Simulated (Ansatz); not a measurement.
# Convergence of a linear-scaling basis for 60-degree dislocation dipole in Si (shuffle set) (120 atoms), part 2 of 3

Aim: test how closely localised support functions follow the reference on 60-degree dislocation dipole in Si (shuffle set) (120 atoms), and at what cost. A setting counts as converged where the r.m.s. difference of forces stays under 1 % of the r.m.s. force.

Ansatz 0.2.0; Kohn-Sham DFT, PBE, PAW (set soft_2), plane waves.

The cell: 120 Si. The cell is under 6 Å thick along one periodic direction. The host structure and its lattice constant were typed by rule, without a check against the phase diagram.

So far. Step 3 (Support functions medium): Forces differ from the reference by 0.20 meV/Å r.m.s., 0.026 % of their size, well within a tolerance of 1 %; the energy by -0.24 meV/atom. The two runs also began from different starting densities, which bears on cycles and time. Step 4 (Support functions low): Forces differ from the reference by 0.20 meV/Å r.m.s., 0.026 % of their size, well within a tolerance of 1 %; the energy by -0.24 meV/atom.

**5. Support functions high**

With localised support functions most steps grow linearly with size, though the diagonalisation grows faster unless the density matrix is cut; this run measures error and cost at this size. The level high gives here a grid of 162×90×18 points and a radius of 4.86 Å.

This step: Kohn-Sham DFT, PBE, PAW (set soft_2), localised support functions (high) (Ansatz 0.2.0).

Input file input.yaml:

```yaml
crystal:
  lattice:
    - [33.25795, 0.0, 0.0]
    - [1.6629, 18.81354, -0.96005]
    - [0.0, 0.0, 3.8403]
  atoms:
    [... the 120 atom lines of step 2 ...]
kpoints:
  mp_grid: { grid: [1, 1, 4] }
hamiltonian:
  xc: pbe
scf:
  occupations: { method: gaussian, width: 0.025 }
  eigensolver: { kind: { support_functions: { accuracy: high } } }
  max_iter: 150
output:
  forces: true
  eigenvalues: true
```

Run with:

```console
$ ansatz run input.yaml --threads 4 --pin off --max-ram 8192MiB --backend cpu --events-out ev --progress --plain --runs-dir out
```

Output:

```text
[...]
Crystal: 120 atoms, lattice volume = 2402.875 Å³
Basis set: ecut = 420 eV, 47095 PW (Γ), exchange–correlation on 450×256×54 points (8 copies of the dense FFT grid, shifted against one another)
Bands: 288, of which v1, the nominal top of the filled ones, is band 240 counted from 1 (239 counted from 0)
Symmetry: 1 space group operations
k-points: 3 of 4 (time reversal used)
[...]
Eigensolver: Support functions (high, 162×90×18 points, laid for a spacing of at most 0.220337 Å, radius 4.860165 Å, 1 species' potentials softened for the grid, 1 wholly corrected for its errors in the mean over positions, 1 with the egg-box correction, energy correction by stochastic trace)
[...]
SCF iter   1: F=—  HF=-76266.698788 eV  |F-HF|=—  |Δ(HF+E_count)|=         —  Δρ=3.94e-2  dr2=3.78e1  ethr=1.00e-1
[...]
SCF iter  14: F=—  HF=-76282.373054 eV  |F-HF|=—  |Δ(HF+E_count)|=   2.72e-4  Δρ=1.71e-7  dr2=1.27e-8  ethr=6.55e-11  κ⁻¹=1.5e-9(r=7)
SCF iter  15: F=-76282.373288 eV  HF=-76282.373288 eV  |F-HF|=5.38e-10  |Δ(HF+E_count)|=   2.34e-4  Δρ=7.98e-8  dr2=8.29e-10  ethr=2.65e-12
SCF 1 converged in 15 iterations: F = -76282.377725 eV  dr2 = 8.29e-10
[...]
SCF converged after 15 iterations
[...]
Free energy (F): -76282.377725 eV
[...]
Internal energy: -76282.367419 eV  (E = F + TS)
E sigma→0 (E₀):  -76282.372572 eV
Entropy (-TS):   -0.010306 eV (-0.086 meV/atom)
Fermi energy:    6.461458 eV
[...]
Σ components = -76282.377725   (vs F -76282.377725, Δ=0.00e0)
--- Forces (eV/Å), atoms counted from 1 ---
  atom   1  Si    -0.01143409     0.47305210     0.34844985
  atom   2  Si     0.26693698    -0.13089893     0.26148858
  atom   3  Si    -0.10395375     0.21035152    -0.11226270
  atom   4  Si     0.38854872    -0.44043219     0.38985272
[...]
atom 120  Si    -0.63428554     0.16043158    -0.04005605
  max |Σ_I F_I| component: 2.45e-4 eV/Å
--- Band table (eV) ---
[...]
```

Wall time 6.8 min (4 threads of Arm Neoverse V1, shared host); peak memory 5.1 GiB.

Keys that differ from the reference: support_functions.accuracy = "high" and scf.max_iter = 150.

Forces differ from the reference by 0.09 meV/Å r.m.s., 0.012 % of their size, well within a tolerance of 1 %; the energy by -0.28 meV/atom. It took 6.8 min and 15 cycles; the reference's time can't be set against it, since the two runs asked for unlike analyses. The two runs also began from different starting densities, which bears on cycles and time.

**6. Support functions medium, radius 3.94 Å**

The radius confines each support function; a larger one gives more freedom and more work per atom.

This step: Kohn-Sham DFT, PBE, PAW (set soft_2), localised support functions (medium) (Ansatz 0.2.0).

input.yaml, the sections that differ from step 5:

```yaml
scf:
  occupations: { method: gaussian, width: 0.025 }
  eigensolver: { kind: { support_functions: { accuracy: medium, radius: 3.94 } } }
  max_iter: 150
# crystal, kpoints, hamiltonian, output: as in step 5
```

Output:

```text
[...]
Crystal: 120 atoms, lattice volume = 2402.875 Å³
Basis set: ecut = 420 eV, 47095 PW (Γ), exchange–correlation on 450×256×54 points (8 copies of the dense FFT grid, shifted against one another)
Bands: 288, of which v1, the nominal top of the filled ones, is band 240 counted from 1 (239 counted from 0)
Symmetry: 1 space group operations
k-points: 3 of 4 (time reversal used)
[...]
SCF iter   1: F=—  HF=-76262.234257 eV  |F-HF|=—  |Δ(HF+E_count)|=         —  Δρ=3.95e-2  dr2=3.71e1  ethr=1.00e-1
[...]
SCF iter  11: F=—  HF=-76282.302366 eV  |F-HF|=—  |Δ(HF+E_count)|=   4.07e-3  Δρ=7.48e-6  dr2=4.07e-5  ethr=2.03e-9  κ⁻¹=7.7e-8(r=7)
SCF iter  12: F=-76282.305752 eV  HF=-76282.305752 eV  |F-HF|=9.30e-8  |Δ(HF+E_count)|=   3.39e-3  Δρ=1.60e-6  dr2=2.04e-7  ethr=2.03e-9
SCF 1 converged in 12 iterations: F = -76282.372422 eV  dr2 = 2.04e-7
[...]
SCF converged after 12 iterations
[...]
Free energy (F): -76282.372422 eV
[...]
Internal energy: -76282.362127 eV  (E = F + TS)
E sigma→0 (E₀):  -76282.367275 eV
Entropy (-TS):   -0.010295 eV (-0.086 meV/atom)
Fermi energy:    6.462225 eV
[...]
Σ components = -76282.372422   (vs F -76282.372422, Δ=0.00e0)
--- Forces (eV/Å), atoms counted from 1 ---
  atom   1  Si    -0.01198502     0.47312956     0.34820741
  atom   2  Si     0.26740796    -0.13075627     0.26140718
  atom   3  Si    -0.10390480     0.21035432    -0.11255190
  atom   4  Si     0.38877860    -0.44076062     0.38970733
[...]
atom 120  Si    -0.63430344     0.16052613    -0.04020197
  max |Σ_I F_I| component: 2.08e-3 eV/Å
--- Band table (eV) ---
[...]
```

Wall time 2.7 min (4 threads); peak memory 3.6 GiB.

Keys that differ from the reference: support_functions.accuracy = "medium", support_functions.radius = 3.94 and scf.max_iter = 150.

Forces differ from the reference by 0.26 meV/Å r.m.s., 0.035 % of their size, well within a tolerance of 1 %; the energy by -0.24 meV/atom. The two runs also began from different starting densities, which bears on cycles and time.

**7. Support functions medium, radius 4.26 Å**

The radius confines each support function; a larger one gives more freedom and more work per atom.

input.yaml, the sections that differ from step 6:

```yaml
scf:
  occupations: { method: gaussian, width: 0.025 }
  eigensolver: { kind: { support_functions: { accuracy: medium, radius: 4.26 } } }
  max_iter: 150
# crystal, kpoints, hamiltonian, output: as in step 6
```

Output:

```text
[...]
Crystal: 120 atoms, lattice volume = 2402.875 Å³
Basis set: ecut = 420 eV, 47095 PW (Γ), exchange–correlation on 450×256×54 points (8 copies of the dense FFT grid, shifted against one another)
Bands: 288, of which v1, the nominal top of the filled ones, is band 240 counted from 1 (239 counted from 0)
Symmetry: 1 space group operations
k-points: 3 of 4 (time reversal used)
[...]
SCF iter   1: F=—  HF=-76266.633315 eV  |F-HF|=—  |Δ(HF+E_count)|=         —  Δρ=3.96e-2  dr2=3.73e1  ethr=1.00e-1
[...]
SCF iter  11: F=—  HF=-76282.346610 eV  |F-HF|=—  |Δ(HF+E_count)|=   1.51e-3  Δρ=6.35e-6  dr2=2.93e-5  ethr=9.83e-8  κ⁻¹=7.3e-8(r=7)
SCF iter  12: F=-76282.347878 eV  HF=-76282.347878 eV  |F-HF|=3.88e-7  |Δ(HF+E_count)|=   1.27e-3  Δρ=1.08e-6  dr2=4.31e-7  ethr=6.11e-9
SCF 1 converged in 12 iterations: F = -76282.371800 eV  dr2 = 4.31e-7
[...]
SCF converged after 12 iterations
[...]
Free energy (F): -76282.371800 eV
[...]
Internal energy: -76282.361498 eV  (E = F + TS)
E sigma→0 (E₀):  -76282.366649 eV
Entropy (-TS):   -0.010302 eV (-0.086 meV/atom)
Fermi energy:    6.461704 eV
[...]
Σ components = -76282.371800   (vs F -76282.371800, Δ=0.00e0)
--- Forces (eV/Å), atoms counted from 1 ---
  atom   1  Si    -0.01167406     0.47302254     0.34835605
  atom   2  Si     0.26698740    -0.13101534     0.26141677
  atom   3  Si    -0.10401449     0.21055763    -0.11222448
  atom   4  Si     0.38858233    -0.44061082     0.38987420
[...]
atom 120  Si    -0.63430822     0.16043424    -0.04006914
  max |Σ_I F_I| component: 1.96e-3 eV/Å
--- Band table (eV) ---
[...]
```

The job ended after 3.4 min (4 threads; peak memory 3.9 GiB; 14 min of CPU time).

Keys that differ from the reference: support_functions.accuracy = "medium", support_functions.radius = 4.26 and scf.max_iter = 150.

Forces differ from the reference by 0.16 meV/Å r.m.s., 0.021 % of their size, well within a tolerance of 1 %; the energy by -0.23 meV/atom. The two runs also began from different starting densities, which bears on cycles and time.

**8. Support functions medium, radius 4.55 Å**

The radius confines each support function; a larger one gives more freedom and more work per atom.

input.yaml, the sections that differ from step 7:

```yaml
scf:
  occupations: { method: gaussian, width: 0.025 }
  eigensolver: { kind: { support_functions: { accuracy: medium, radius: 4.55 } } }
  max_iter: 150
# crystal, kpoints, hamiltonian, output: as in step 7
```

Output:

```text
[...]
Crystal: 120 atoms, lattice volume = 2402.875 Å³
Basis set: ecut = 420 eV, 47095 PW (Γ), exchange–correlation on 450×256×54 points (8 copies of the dense FFT grid, shifted against one another)
Bands: 288, of which v1, the nominal top of the filled ones, is band 240 counted from 1 (239 counted from 0)
Symmetry: 1 space group operations
k-points: 3 of 4 (time reversal used)
[...]
SCF iter   1: F=—  HF=-76267.013649 eV  |F-HF|=—  |Δ(HF+E_count)|=         —  Δρ=3.95e-2  dr2=3.75e1  ethr=1.00e-1
[...]
SCF iter  11: F=—  HF=-76282.360642 eV  |F-HF|=—  |Δ(HF+E_count)|=   8.90e-4  Δρ=4.09e-6  dr2=8.73e-6  ethr=2.52e-7  κ⁻¹=8.1e-8(r=7)
SCF iter  12: F=-76282.361359 eV  HF=-76282.361359 eV  |F-HF|=6.93e-9  |Δ(HF+E_count)|=   7.17e-4  Δρ=6.43e-7  dr2=1.94e-8  ethr=1.82e-9
SCF 1 converged in 12 iterations: F = -76282.371698 eV  dr2 = 1.94e-8
[...]
SCF converged after 12 iterations
[...]
Free energy (F): -76282.371698 eV
[...]
Internal energy: -76282.361393 eV  (E = F + TS)
E sigma→0 (E₀):  -76282.366546 eV
Entropy (-TS):   -0.010304 eV (-0.086 meV/atom)
Fermi energy:    6.461558 eV
[...]
Σ components = -76282.371698   (vs F -76282.371698, Δ=0.00e0)
--- Forces (eV/Å), atoms counted from 1 ---
  atom   1  Si    -0.01162444     0.47319802     0.34850145
  atom   2  Si     0.26709369    -0.13084253     0.26152699
  atom   3  Si    -0.10417524     0.21029003    -0.11218602
  atom   4  Si     0.38851657    -0.44037642     0.38990315
[...]
atom 120  Si    -0.63447140     0.16044868    -0.04002989
  max |Σ_I F_I| component: 1.54e-3 eV/Å
--- Band table (eV) ---
[...]
```

The job ended after 4 min (4 threads; peak memory 4.2 GiB).

Keys that differ from the reference: support_functions.accuracy = "medium", support_functions.radius = 4.55 and scf.max_iter = 150.

Forces differ from the reference by 0.12 meV/Å r.m.s., 0.016 % of their size, well within a tolerance of 1 %; the energy by -0.23 meV/atom. The two runs also began from different starting densities, which bears on cycles and time.

**9. Support functions medium, radius 4.87 Å**

The radius confines each support function; a larger one gives more freedom and more work per atom.

input.yaml, the sections that differ from step 8:

```yaml
scf:
  occupations: { method: gaussian, width: 0.025 }
  eigensolver: { kind: { support_functions: { accuracy: medium, radius: 4.87 } } }
  max_iter: 150
# crystal, kpoints, hamiltonian, output: as in step 8
```

Output:

```text
[...]
Crystal: 120 atoms, lattice volume = 2402.875 Å³
Basis set: ecut = 420 eV, 47095 PW (Γ), exchange–correlation on 450×256×54 points (8 copies of the dense FFT grid, shifted against one another)
Bands: 288, of which v1, the nominal top of the filled ones, is band 240 counted from 1 (239 counted from 0)
Symmetry: 1 space group operations
k-points: 3 of 4 (time reversal used)
[...]
SCF iter   1: F=—  HF=-76266.671380 eV  |F-HF|=—  |Δ(HF+E_count)|=         —  Δρ=3.94e-2  dr2=3.78e1  ethr=1.00e-1
[...]
SCF iter  11: F=—  HF=-76282.366138 eV  |F-HF|=—  |Δ(HF+E_count)|=   4.61e-4  Δρ=6.27e-6  dr2=2.74e-5  ethr=4.31e-8  κ⁻¹=8.4e-8(r=7)
SCF iter  12: F=-76282.366508 eV  HF=-76282.366510 eV  |F-HF|=1.78e-6  |Δ(HF+E_count)|=   3.72e-4  Δρ=1.67e-6  dr2=1.84e-6  ethr=5.71e-9
SCF 1 converged in 12 iterations: F = -76282.371647 eV  dr2 = 1.84e-6
[...]
SCF converged after 12 iterations
[...]
Free energy (F): -76282.371647 eV
[...]
Internal energy: -76282.361341 eV  (E = F + TS)
E sigma→0 (E₀):  -76282.366494 eV
Entropy (-TS):   -0.010306 eV (-0.086 meV/atom)
Fermi energy:    6.461513 eV
[...]
Σ components = -76282.371647   (vs F -76282.371647, Δ=0.00e0)
--- Forces (eV/Å), atoms counted from 1 ---
  atom   1  Si    -0.01153373     0.47314596     0.34848902
  atom   2  Si     0.26700394    -0.13080730     0.26153553
  atom   3  Si    -0.10402451     0.21039482    -0.11223426
  atom   4  Si     0.38846063    -0.44038812     0.38986215
[...]
atom 120  Si    -0.63437646     0.16048571    -0.04006010
  max |Σ_I F_I| component: 1.17e-3 eV/Å
--- Band table (eV) ---
[...]
```

Run time: 4.7 min. Hardware: 4 threads; peak memory 4.6 GiB; 19 min of CPU time.

Keys that differ from the reference: support_functions.accuracy = "medium", support_functions.radius = 4.87 and scf.max_iter = 150.

Forces differ from the reference by 0.11 meV/Å r.m.s., 0.015 % of their size, well within a tolerance of 1 %; the energy by -0.23 meV/atom. The two runs also began from different starting densities, which bears on cycles and time.

**10. Support functions medium, radius 5.48 Å**

The radius confines each support function; a larger one gives more freedom and more work per atom.

input.yaml, the sections that differ from step 9:

```yaml
scf:
  occupations: { method: gaussian, width: 0.025 }
  eigensolver: { kind: { support_functions: { accuracy: medium, radius: 5.48 } } }
  max_iter: 150
# crystal, kpoints, hamiltonian, output: as in step 9
```

Output:

```text
[...]
Crystal: 120 atoms, lattice volume = 2402.875 Å³
Basis set: ecut = 420 eV, 47095 PW (Γ), exchange–correlation on 450×256×54 points (8 copies of the dense FFT grid, shifted against one another)
Bands: 288, of which v1, the nominal top of the filled ones, is band 240 counted from 1 (239 counted from 0)
Symmetry: 1 space group operations
k-points: 3 of 4 (time reversal used)
[...]
SCF iter   1: F=—  HF=-76266.460834 eV  |F-HF|=—  |Δ(HF+E_count)|=         —  Δρ=3.96e-2  dr2=3.86e1  ethr=1.00e-1
[...]
SCF iter  12: F=—  HF=-76282.370353 eV  |F-HF|=—  |Δ(HF+E_count)|=   9.31e-5  Δρ=1.89e-6  dr2=2.58e-6  ethr=7.94e-10  κ⁻¹=1.3e-8(r=7)
SCF iter  13: F=-76282.370430 eV  HF=-76282.370431 eV  |F-HF|=3.59e-7  |Δ(HF+E_count)|=   7.72e-5  Δρ=6.91e-7  dr2=3.68e-7  ethr=5.37e-10
SCF 1 converged in 13 iterations: F = -76282.371635 eV  dr2 = 3.68e-7
[...]
SCF converged after 13 iterations
[...]
Free energy (F): -76282.371635 eV
[...]
Internal energy: -76282.361328 eV  (E = F + TS)
E sigma→0 (E₀):  -76282.366481 eV
Entropy (-TS):   -0.010306 eV (-0.086 meV/atom)
Fermi energy:    6.461466 eV
[...]
Σ components = -76282.371635   (vs F -76282.371635, Δ=0.00e0)
--- Forces (eV/Å), atoms counted from 1 ---
  atom   1  Si    -0.01153207     0.47317258     0.34848440
  atom   2  Si     0.26696478    -0.13081793     0.26150313
  atom   3  Si    -0.10400945     0.21037103    -0.11217880
  atom   4  Si     0.38845020    -0.44037291     0.38985135
[...]
atom 120  Si    -0.63438872     0.16043701    -0.04008745
  max |Σ_I F_I| component: 8.12e-4 eV/Å
--- Band table (eV) ---
[...]
```

The job ended after 7.2 min (4 threads; peak memory 5.7 GiB).

Keys that differ from the reference: support_functions.accuracy = "medium", support_functions.radius = 5.48 and scf.max_iter = 150.

Forces differ from the reference by 0.095 meV/Å r.m.s., 0.013 % of their size, well within a tolerance of 1 %; the energy by -0.23 meV/atom. It took 7.2 min and 13 cycles; the reference's time can't be set against it, since the two runs asked for unlike analyses. The two runs also began from different starting densities, which bears on cycles and time.

**11. Support functions medium, radius 6.09 Å**

The radius confines each support function; a larger one gives more freedom and more work per atom.

input.yaml, the sections that differ from step 10:

```yaml
scf:
  occupations: { method: gaussian, width: 0.025 }
  eigensolver: { kind: { support_functions: { accuracy: medium, radius: 6.09 } } }
  max_iter: 150
# crystal, kpoints, hamiltonian, output: as in step 10
```

Output:

```text
[...]
Crystal: 120 atoms, lattice volume = 2402.875 Å³
Basis set: ecut = 420 eV, 47095 PW (Γ), exchange–correlation on 450×256×54 points (8 copies of the dense FFT grid, shifted against one another)
Bands: 288, of which v1, the nominal top of the filled ones, is band 240 counted from 1 (239 counted from 0)
Symmetry: 1 space group operations
k-points: 3 of 4 (time reversal used)
[...]
SCF iter   1: F=—  HF=-76266.556418 eV  |F-HF|=—  |Δ(HF+E_count)|=         —  Δρ=3.97e-2  dr2=3.89e1  ethr=1.00e-1
[...]
SCF iter  11: F=—  HF=-76282.371156 eV  |F-HF|=—  |Δ(HF+E_count)|=   6.69e-7  Δρ=2.12e-6  dr2=3.42e-6  ethr=3.06e-9  κ⁻¹=4.3e-8(r=7)
SCF iter  12: F=-76282.371156 eV  HF=-76282.371156 eV  |F-HF|=8.02e-8  |Δ(HF+E_count)|=   9.49e-9  Δρ=4.04e-7  dr2=8.54e-8  ethr=7.13e-10
SCF 1 converged in 12 iterations: F = -76282.371631 eV  dr2 = 8.54e-8
[...]
SCF converged after 12 iterations
[...]
Free energy (F): -76282.371631 eV
[...]
Internal energy: -76282.361324 eV  (E = F + TS)
E sigma→0 (E₀):  -76282.366477 eV
Entropy (-TS):   -0.010307 eV (-0.086 meV/atom)
Fermi energy:    6.461454 eV
[...]
Σ components = -76282.371631   (vs F -76282.371631, Δ=0.00e0)
--- Forces (eV/Å), atoms counted from 1 ---
  atom   1  Si    -0.01152633     0.47317905     0.34848563
  atom   2  Si     0.26696934    -0.13080450     0.26150025
  atom   3  Si    -0.10399970     0.21037515    -0.11217655
  atom   4  Si     0.38845028    -0.44036995     0.38985290
[...]
atom 120  Si    -0.63440475     0.16043586    -0.04009130
  max |Σ_I F_I| component: 8.37e-4 eV/Å
--- Band table (eV) ---
[...]
```

Elapsed: 8.6 min, on 4 threads; peak memory 7 GiB; 34 min of CPU time.

Keys that differ from the reference: support_functions.accuracy = "medium", support_functions.radius = 6.09 and scf.max_iter = 150.

Forces differ from the reference by 0.09 meV/Å r.m.s., 0.012 % of their size, well within a tolerance of 1 %; the energy by -0.23 meV/atom. It took 8.6 min and 12 cycles; the reference's time can't be set against it, since the two runs asked for unlike analyses. The two runs also began from different starting densities, which bears on cycles and time.

**12. Support functions medium, radius 3.45 Å**

The radius confines each support function; a larger one gives more freedom and more work per atom.

input.yaml, the sections that differ from step 11:

```yaml
scf:
  occupations: { method: gaussian, width: 0.025 }
  eigensolver: { kind: { support_functions: { accuracy: medium, radius: 3.45 } } }
  max_iter: 150
# crystal, kpoints, hamiltonian, output: as in step 11
```

Output:

```text
Warning: scf.eigensolver.kind.support_functions: disabling space-group detection — the functions' gradient is summed over unrotated k-points, so no spatial operation reduces the k-mesh or symmetrises the density; time reversal is kept, so that k and −k are solved as one point where they differ and the mesh holds both, and exact exchange and, on two spinor components, a DFT+U term hold to it where the run has them: [...]
settings of this run that can trade accuracy for cost: scf.eigensolver.kind.support_functions [...]
Engine: ansatz 0.2.0, aarch64-unknown-linux-gnu
Pseudopotentials: kind: paw
Pseudopotential: Si, paw, valence charge 4, recommended cutoff 420 eV (normal), Si.paw.azcp
[... 5 lines on functional and potentials left out ...]
Error: SCF: the radius of support functions is under 3.86 Å, the least for these sites at the functions' level (scf.eigensolver.kind.support_functions.accuracy). Use scf.eigensolver.kind: auto, or type scf.eigensolver.kind.support_functions.radius at least as long, [...]
```

Wall time 0.57 s (4 threads); peak memory 0.22 GiB.

The program refuses radii under 3.86 Å for these atoms at this level.

[end of part 2 of 3]

[Logs are printed without paths, hosts, clocks, repeated set-up lines and the standing remarks that a program may print on its own settings, such as how far it seeks lower states.]

[Hosts, paths, dates, database ids (printed as entryN), source tags and the programs' standing remarks are cut or masked in the printed files.]
